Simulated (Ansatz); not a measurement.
# CsCu2I3 (Cmcm): spin-orbit coupling beyond the local functionals

Wanted: gaps of CsCu2I3 (Cmcm) with and without spin-orbit coupling, with cost.

Method: density functionals with and without spin-orbit coupling, plane waves, PAW, in Ansatz 0.2.0.

The database entry behind the starting cell differs from other determinations, so it need not match the best structure at room temperature.

## Step 1: Set-up

It takes space group Cmcm (No. 63, orthorhombic). The conventional cell has a = 10.548 Å, b = 13.172 Å, c = 6.097 Å, α = 90.00°, β = 90.00°, γ = 90.00°. Nearest to Cs lie 10 I at 3.88 to 4.47 Å. Cu has 4 I at 2.60 to 2.70 Å nearest. Nearest to I lie 4 Cu at 2.70 Å and 2 Cs at 4.09 Å. Nearest to I lie 2 Cu at 2.60 Å and 4 Cs at 3.88 to 4.47 Å. Farther neighbours, and contacts between anions beyond the nearest, are not listed.

The cell and positions come from the Crystallography Open Database and are kept as given unless a step says otherwise. The default PAW set here is soft_2. Its files were made with PBE.

## Step 2: HSE06, 2×2×2 mesh

This step: DFT, HSE06, plane waves, PAW.

input.yaml reads:

```yaml
crystal:
  lattice:
    - [5.27395, -6.58625, 0.0]
    - [5.27395, 6.58625, 0.0]
    - [0.0, 0.0, 6.09718]
  atoms:
    - { symbol: Cs, position: [0.3278, 0.6722, 0.25] }
    - { symbol: Cs, position: [0.6722, 0.3278, 0.75] }
    - { symbol: Cu, position: [0.851, 0.851, 0.0] }
    - { symbol: Cu, position: [0.149, 0.149, 0.5] }
    - { symbol: Cu, position: [0.149, 0.149, 0.0] }
    - { symbol: Cu, position: [0.851, 0.851, 0.5] }
    - { symbol: I, position: [0.8796, 0.1204, 0.25] }
    - { symbol: I, position: [0.1204, 0.8796, 0.75] }
    - { symbol: I, position: [0.836, 0.598, 0.25] }
    - { symbol: I, position: [0.164, 0.402, 0.75] }
    - { symbol: I, position: [0.598, 0.836, 0.75] }
    - { symbol: I, position: [0.402, 0.164, 0.25] }
kpoints:
  mp_grid: { grid: [2, 2, 2] }
  band_path:
    path:
      - [0.0, 0.0, 0.0]
      - [-0.5, 0.5, 0.0]
      - [-0.41030077, 0.58969923, 0.0]
      - [0.41030077, 0.41030077, 0.0]
      - [0.0, 0.0, 0.5]
      - [0.41030077, 0.41030077, 0.5]
      - [-0.41030077, 0.58969923, 0.5]
      - [-0.5, 0.5, 0.5]
    npoints: 1
hamiltonian:
  xc: hse06
scf:
  occupations: { method: fixed }
  n_extra_bands: 8
output:
  eigenvalues: true
```

The run is started by

```bash
> ansatz run input.yaml --threads 24 --pin off --max-ram 82944MiB --backend cuda --events-out ev --progress --plain --runs-dir out --devices 1 --max-vram 78GiB
```

What it wrote:

```text
scf.n_extra_bands = 8 over 98 filled bands (N_el = 196.0): the run solves 106 bands
GPUs: using 1 of 1 available (devices: 1).
Engine: ansatz 0.2.0, aarch64-unknown-linux-gnu
Pseudopotentials: kind: paw
Pseudopotential: Cs, paw, valence charge 9, recommended cutoff 420 eV (normal), Cs.paw.azcp
Pseudopotential: Cu, paw, valence charge 19, recommended cutoff 420 eV (normal), Cu.paw.azcp
Pseudopotential: I, paw, valence charge 17, recommended cutoff 420 eV (normal), I.paw.azcp
Functional definition: HSE06
  parameter a = 0.25
  parameter omega = 0.11/bohr
  exchange = pbe_x - a*pbe_x_sr(omega) + a*exact_x_sr(omega)
  correlation = pbe_c
davidson cushion auto → on  (no smearing: the cushion is to keep the highest requested band from converging to the state above it; pin scf.eigensolver.cushion to override)
[...]
Crystal: 12 atoms, lattice volume = 423.578 Å³
Basis set: ecut = 420 eV, 8275 PW (Γ)
Bands: 106, of which v1, the nominal top of the filled ones, is band 98 counted from 1 (97 counted from 0)
Symmetry: 8 space group operations
Space group: Cmcm (ITA 63), of the structure as read, at distance tolerance 7.5e-5 Å
k-points: 6 of 8
Non-local potential: Cs, projectors of the file, l = 0: 3, l = 1: 2, l = 2: 2, l = 3: 2
Non-local potential: Cu, projectors of the file, l = 0: 3, l = 1: 2, l = 2: 3, l = 3: 1
Non-local potential: I, projectors of the file, l = 0: 2, l = 1: 2, l = 2: 2, l = 3: 2
PAW form: soft (Blöchl's): semilocal exchange-correlation on the pseudo side does not see the compensation charge
PAW frozen core: Cs, regenerated for the run's functional, and the local potential with it (the file was generated under x = pbe(κ = 0.804, μ = 0.219515), c = pbe(β = 0.066725))
PAW frozen core: Cu, regenerated for the run's functional, and the local potential with it (the file was generated under x = pbe(κ = 0.804, μ = 0.219515), c = pbe(β = 0.066725))
PAW frozen core: I, regenerated for the run's functional, and the local potential with it (the file was generated under x = pbe(κ = 0.804, μ = 0.219515), c = pbe(β = 0.066725))
PAW one-centre angular grid: Cs, 194 points (default); XC on 96 Gauss nodes
PAW one-centre angular grid: Cu, 590 points (default); XC on 64 Gauss nodes
PAW one-centre angular grid: I, 590 points (default); XC on 96 Gauss nodes
Initial density: superposition of atomic densities (neutral atoms: chi_scale 0, normalization atom), corrected by the library's trained network
Initial wavefunctions: pseudopotential atomic-orbital guess
[...]
Functional: x = pbe(κ = 0.804, μ = 0.219515), c = pbe(β = 0.066725), warm-up for x = pbe(κ = 0.804, μ = 0.219515) + 0.25 (exact − pbe) at short range (hse, ω = 0.207870 Å⁻¹), c = pbe(β = 0.066725); HSE06 as pw.x's `hse` composes it (authors' and Libxc's form: `xc: wpbeh`)
SCF iter   1: F=—  HF=-82927.033060 eV  |F-HF|=—  |Δ(HF+E_count)|=         —  Δρ=8.56e-4  dr2=2.68e-3  ethr=1.77e-3  ⟨swp⟩=10.7  Hψ=2824  notcnv=0
preconditioner: auto → none  [insulator: Δε(μ)=1.976 eV  Ē_g=7.809 eV  n_scr=96 (ndim 8)  ℏωp=18.0 eV  f_vac=0.163]
SCF iter   2: F=—  HF=-82927.040002 eV  |F-HF|=—  |Δ(HF+E_count)|=   6.94e-3  Δρ=7.98e-4  dr2=1.67e-3  ethr=1.37e-6  ⟨swp⟩=7.2  Hψ=2829  notcnv=0  defer=39
[...]
SCF iter   4: F=-82927.040237 eV  HF=-82927.040119 eV  |F-HF|=1.18e-4  |Δ(HF+E_count)|=   1.50e-4  Δρ=1.78e-4  dr2=7.73e-5  ethr=3.74e-7  ⟨swp⟩=3.0  Hψ=1561  notcnv=0
SCF 1 stopped early in 4 iterations: F = -82927.040237 eV  dr2 = 7.73e-5
  greatest PAW one-centre occupation: 1.000 electrons in one spin orbital (limit 2), on the Cu atom at site 3 (counted from 0), in its partial waves of l = 0
[...]
hybrid outer 1: dexx = +8.007e-2 eV, tail = 5.79e-4 eV
[...]
SCF 3 converged in 4 iterations: F = -82963.023404 eV  dr2 = 5.55e-8
[...]
hybrid outer 2: dexx = +5.067e-6 eV, tail = 4.17e-7 eV, Δε = 8.81e-3 eV (about 3.67e-4 eV left of the loop's levels)
[...]
E_xc         = -1179.227552
  E_vxc        = -1179.368483  (∫ρ·V_xc dr)
  E_exx        = -772.181822  (= α·E_x^exact, valence–valence)
  E_paw        = -45322.616585  (= ΣΔE_a)
  E_vpaw       = -3805.393799  (= ΣTr[D̂ρ^β])
  E_aug_tail   = 0.001097  (compensation charges beyond the density's cutoff)
  E_ewald      = -15935.267565
  E_core_change = -3.361791  (= ΣΔE_core)
  E_smearing   = -0.000000  (= −TS)
  E_closure    = -0.000000  (closes the sum)
  Σ components = -82963.023404   (vs F -82963.023404, Δ=0.00e0)
--- Band table (eV; the first three rows and the last of 6) ---
  k-point 0: bands = ["-110.7892", "-110.7891", "-110.7889", "-110.7887", "-66.6642", "-66.6641", "-66.6562", "-66.6560", "-66.6510", "-66.6508", "-66.6485", "-66.6480", "-66.6469", "-66.6468", "-66.6466", "-66.6464", "-41.9057", "-41.9055", "-41.9010", "-41.9010", "-41.8985", "-41.8984", "-41.8928", "-41.8928", "-41.8876", "-41.8875", "-41.4027", "-41.4027", "-41.4025", "-41.4025", "-41.4010", "-41.4010", "-41.4010" [...]
  k-point 1: bands = ["-110.7890", "-110.7890", "-110.7889", "-110.7889", "-66.6602", "-66.6602", "-66.6601", "-66.6601", "-66.6509", "-66.6509", "-66.6482", "-66.6482", "-66.6467", "-66.6467", "-66.6466", "-66.6466", "-41.9056", "-41.9056", "-41.9010", "-41.9010", "-41.8984", "-41.8984", "-41.8928", "-41.8928", "-41.8876", "-41.8876", "-41.4026", "-41.4026", "-41.4026", "-41.4026", "-41.4010", "-41.4010", "-41.4010" [...]
  k-point 2: bands = ["-110.7892", "-110.7891", "-110.7888", "-110.7887", "-66.6642", "-66.6641", "-66.6562", "-66.6560", "-66.6510", "-66.6508", "-66.6485", "-66.6480", "-66.6469", "-66.6468", "-66.6465", "-66.6464", "-41.9057", "-41.9055", "-41.9010", "-41.9010", "-41.8985", "-41.8984", "-41.8928", "-41.8928", "-41.8876", "-41.8875", "-41.4027", "-41.4027", "-41.4025", "-41.4025", "-41.4010", "-41.4010", "-41.4010" [...]
  k-point 5: bands = ["-110.7891", "-110.7891", "-110.7889", "-110.7889", "-66.6602", "-66.6602", "-66.6601", "-66.6601", "-66.6509", "-66.6509", "-66.6483", "-66.6483", "-66.6467", "-66.6467", "-66.6466", "-66.6466", "-41.9056", "-41.9056", "-41.9010", "-41.9010", "-41.8985", "-41.8985", "-41.8928", "-41.8928", "-41.8876", "-41.8876", "-41.4026", "-41.4026", "-41.4026", "-41.4026", "-41.4010", "-41.4010", "-41.4010" [...]
```

Elapsed: 11 s, on 1 × NVIDIA GB200 (shared by 2 runs) with 24 threads of Arm Neoverse V2, shared host; peak memory 1.8 GiB.

This step gave:

```
gap                     : 3.363 eV
valence top at          : Γ
conduction bottom at    : Γ
least direct gap        : 3.363 eV
exact-exchange fraction : 0.25
```

The gap is direct, at Γ.

## Step 3: HSE06+SOC, 2×2×2 mesh

The many-body steps leave out spin-orbit coupling, so its effect is taken from a two-component run, with twice the bands.

This step: DFT, HSE06 with spin-orbit coupling, plane waves, PAW.

input.yaml, as its differences from that of step 2:

```diff
@@ -35,3 +35,6 @@
   occupations: { method: fixed }
-  n_extra_bands: 8
+  n_extra_bands: 16
+magnetization:
+  noncollinear: true
+  spin_orbit: true
 output:
```

What it wrote:

```text
[...]
GPUs: using 1 of 1 available (devices: 1).
[...]
non-collinear run that drives no moment, with spin-orbit: no starting moment large enough to seed its density (crystal.atoms[].spin), no starting occupations that ask for one, no magnetisation constraint and no magnetic field, so the semilocal B_xc is pinned to zero
[...]
Crystal: 12 atoms, lattice volume = 423.578 Å³
Basis set: ecut = 420 eV, 8275 PW (Γ)
Bands: 212, of which v1, the nominal top of the filled ones, is band 196 counted from 1 (195 counted from 0)
Symmetry: 8 space group operations + 8 with time reversal
[...]
k-points: 6 of 8
Projection manifold: j_resolved (fully-relativistic pseudo-atomic orbitals)
[...]
SCF iter   1: F=—  HF=-82960.632860 eV  |F-HF|=—  |Δ(HF+E_count)|=         —  Δρ=6.00e-2  dr2=2.02e1  dr2_m=0.00e0 (ungated)  ethr=1.00e-1  |M|=0.00e0 ∫|m|=0.00e0 μB  |m|>n=0.0e0 m-floor=0.0e0 τ_xc=0.0e0  β_m=0.30  ⟨swp⟩=8.3  Hψ=4396  notcnv=0
[...]
SCF iter   2: F=—  HF=-82956.355774 eV  |F-HF|=—  |Δ(HF+E_count)|=    4.28e0  Δρ=3.74e-2  dr2=5.25e0  dr2_m=0.00e0 (ungated)  ethr=1.03e-2  |M|=0.00e0 ∫|m|=0.00e0 μB  |m|>n=0.0e0 m-floor=0.0e0 τ_xc=0.0e0  β_m=0.27  ⟨swp⟩=6.7  Hψ=3592  notcnv=0  defer=4
[...]
hybrid outer 1: dexx = +8.105e-2 eV, tail = 6.25e-4 eV
[...]
SCF 3 converged in 5 iterations: F = -82946.052436 eV  dr2 = 5.48e-8
[...]
```

Run time: 44 s. Hardware: 1 × NVIDIA GB200 (shared by 2 runs) with 24 threads; peak memory 4.1 GiB.

This step gave:

```
gap                     : 3.190 eV
valence top at          : Γ
conduction bottom at    : Γ
least direct gap        : 3.190 eV
exact-exchange fraction : 0.25
```

The gap stands −0.17 eV against HSE06.

## Step 4: Together

Times are wall times on 1 × NVIDIA GB200 (shared by 2 runs) with 24 threads of Arm Neoverse V2, shared host, good to a factor of about two.

```tsv
level	gap (eV)	with coupling (eV)	change (eV)	time	with coupling
HSE06	3.36	3.19	−0.17	11 s	44 s
```

## Step 5: Summary of results

| Item | Value |
| --- | --- |
| HSE06 | 3.36 eV |
| HSE06+SOC | 3.19 eV |

In words: Spin-orbit coupling changes the gap by −0.17 eV and the least direct gap by −0.17 eV. The runs have no spin polarisation. For a closed low-spin shell that is the natural state; where a d or f shell is open it is a constraint, and the gap is then not the crystal's own.

[Long decimals in the printed logs are rounded to 6 places.]

[Logs are printed without paths, hosts, clocks, repeated set-up lines and the standing remarks that a program may print on its own settings, such as how far it seeks lower states.]

[Paths, hosts, dates, memory and timing lines, banners, echoed tables and standing remarks are left out of the program output; an Ansatz launch command may be rebuilt from the run's recorded settings. Measured values are a selection of at most five: reports struck by readers or far from the other reports are left out. None is set beside runs whose start may be inverted or whose files or cutoffs have a known fault.]

[Runs of the session that timed out or met a known fault of the program may be left out.]

[Cells called generated may have been cut or substituted from an entry of the Crystallography Open Database or the Materials Project.]

[Hosts, paths, dates, database ids (printed as entryN), source tags and the programs' standing remarks are cut or masked in the printed files.]

[Where the starting crystal was built by hand or by swapping elements, it need not be the compound's stable phase.]
